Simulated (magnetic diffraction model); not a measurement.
**Moment size from magnetic intensity in DyZnCu**

Space group P6_3/mmc (no. 194), a = 4.2770 Å, c = 6.9370 Å.

```
site  atom    x    y    z
  2a    Dy    0    0  1/2
  2d    Zn  1/3  2/3  3/4
  2c    Cu  1/3  2/3  1/4
```

This is a made-up structure (elements placed in a structure type, unrelaxed), so the numbers test the method and describe no known phase.

Only Dy is taken to order (form factors of Dy3+); orders and moment sizes are assumed, and not adapted to the symmetry. Radiation: neutrons of λ = 2.41 Å (absorption by Dy left out), 8° to 90°; isotropic B of 0.28 Å² (Dy), 0.28 Å² (Zn) and 0.35 Å² (Cu). The intensities are simulated: I ∝ L Σ (|F_N|² + |F_M⊥|²) for unpolarised neutrons, with F_M = 2.695 fm/μB × Σ f(s) S exp(2πi Q·r) exp(−B s²) at Q = H ± k (one set where k and −k are equivalent), only the part normal to Q counting and L = 1/(sin²θ cos θ). For collinear order S is the moment m, which repeats by lattice and centring translations R with the sign exp(−2πi k·R). Form factors are spin-only for 3d ions and dipole or tabulated for f ions, scattering lengths are Sears's of 1992, and absorption is left out. A label names one of the reflections at its angle. The strongest nuclear line in the range is 100, and lines under 0.2 are left out.

In a first state the assumed order is k = (0 1/2 0), collinear moments along [100], 9.6 μB on Dy; signs + at (0, 0, 1/2), − at (0, 0, 0), with this pattern:

```
2θ (°)       index  nuclear  magnetic
 27.53   (0 1/2 1)      0.0     135.2
 37.97     (1 0 0)     18.9       0.0
 38.66  (1 -1/2 1)      0.0      18.2
 40.66     (0 0 2)      0.7       0.0
 43.28     (1 0 1)      0.9       0.0
 55.30   (1 1/2 1)      0.0      38.3
 56.84     (1 0 2)    100.0       0.0
 62.39   (0 3/2 1)      0.0      23.2
 66.17   (0 1/2 3)      0.0      20.4
 68.59     (1 1 0)     62.0       0.0
 72.66  (1 -1/2 3)      0.0      12.9
 75.42  (2 -1/2 1)      0.0       4.7
 75.81     (1 0 3)      0.4       0.0
 81.18     (2 0 0)      5.7       0.0
 82.90     (1 1 2)      1.3       0.0
 84.67     (2 0 1)      0.3       0.0
```
(The table stops after 16 lines; 2 more lie at higher angle.)

**Question.** Nearer the ordering temperature the line at 27.53° has total intensity 12.2 on the same scale, and all moments have shrunk alike. How large is the Dy moment?

The nuclear part, 0.0, stays, so the magnetic part is 12.2 against 135.2. It goes as m², so m = 9.6 × √(12.2/135.2) = 2.88 μB; the value used was 2.88 μB.

[Logs are printed without paths, hosts, clocks, repeated set-up lines and the standing remarks that a program may print on its own settings, such as how far it seeks lower states.]
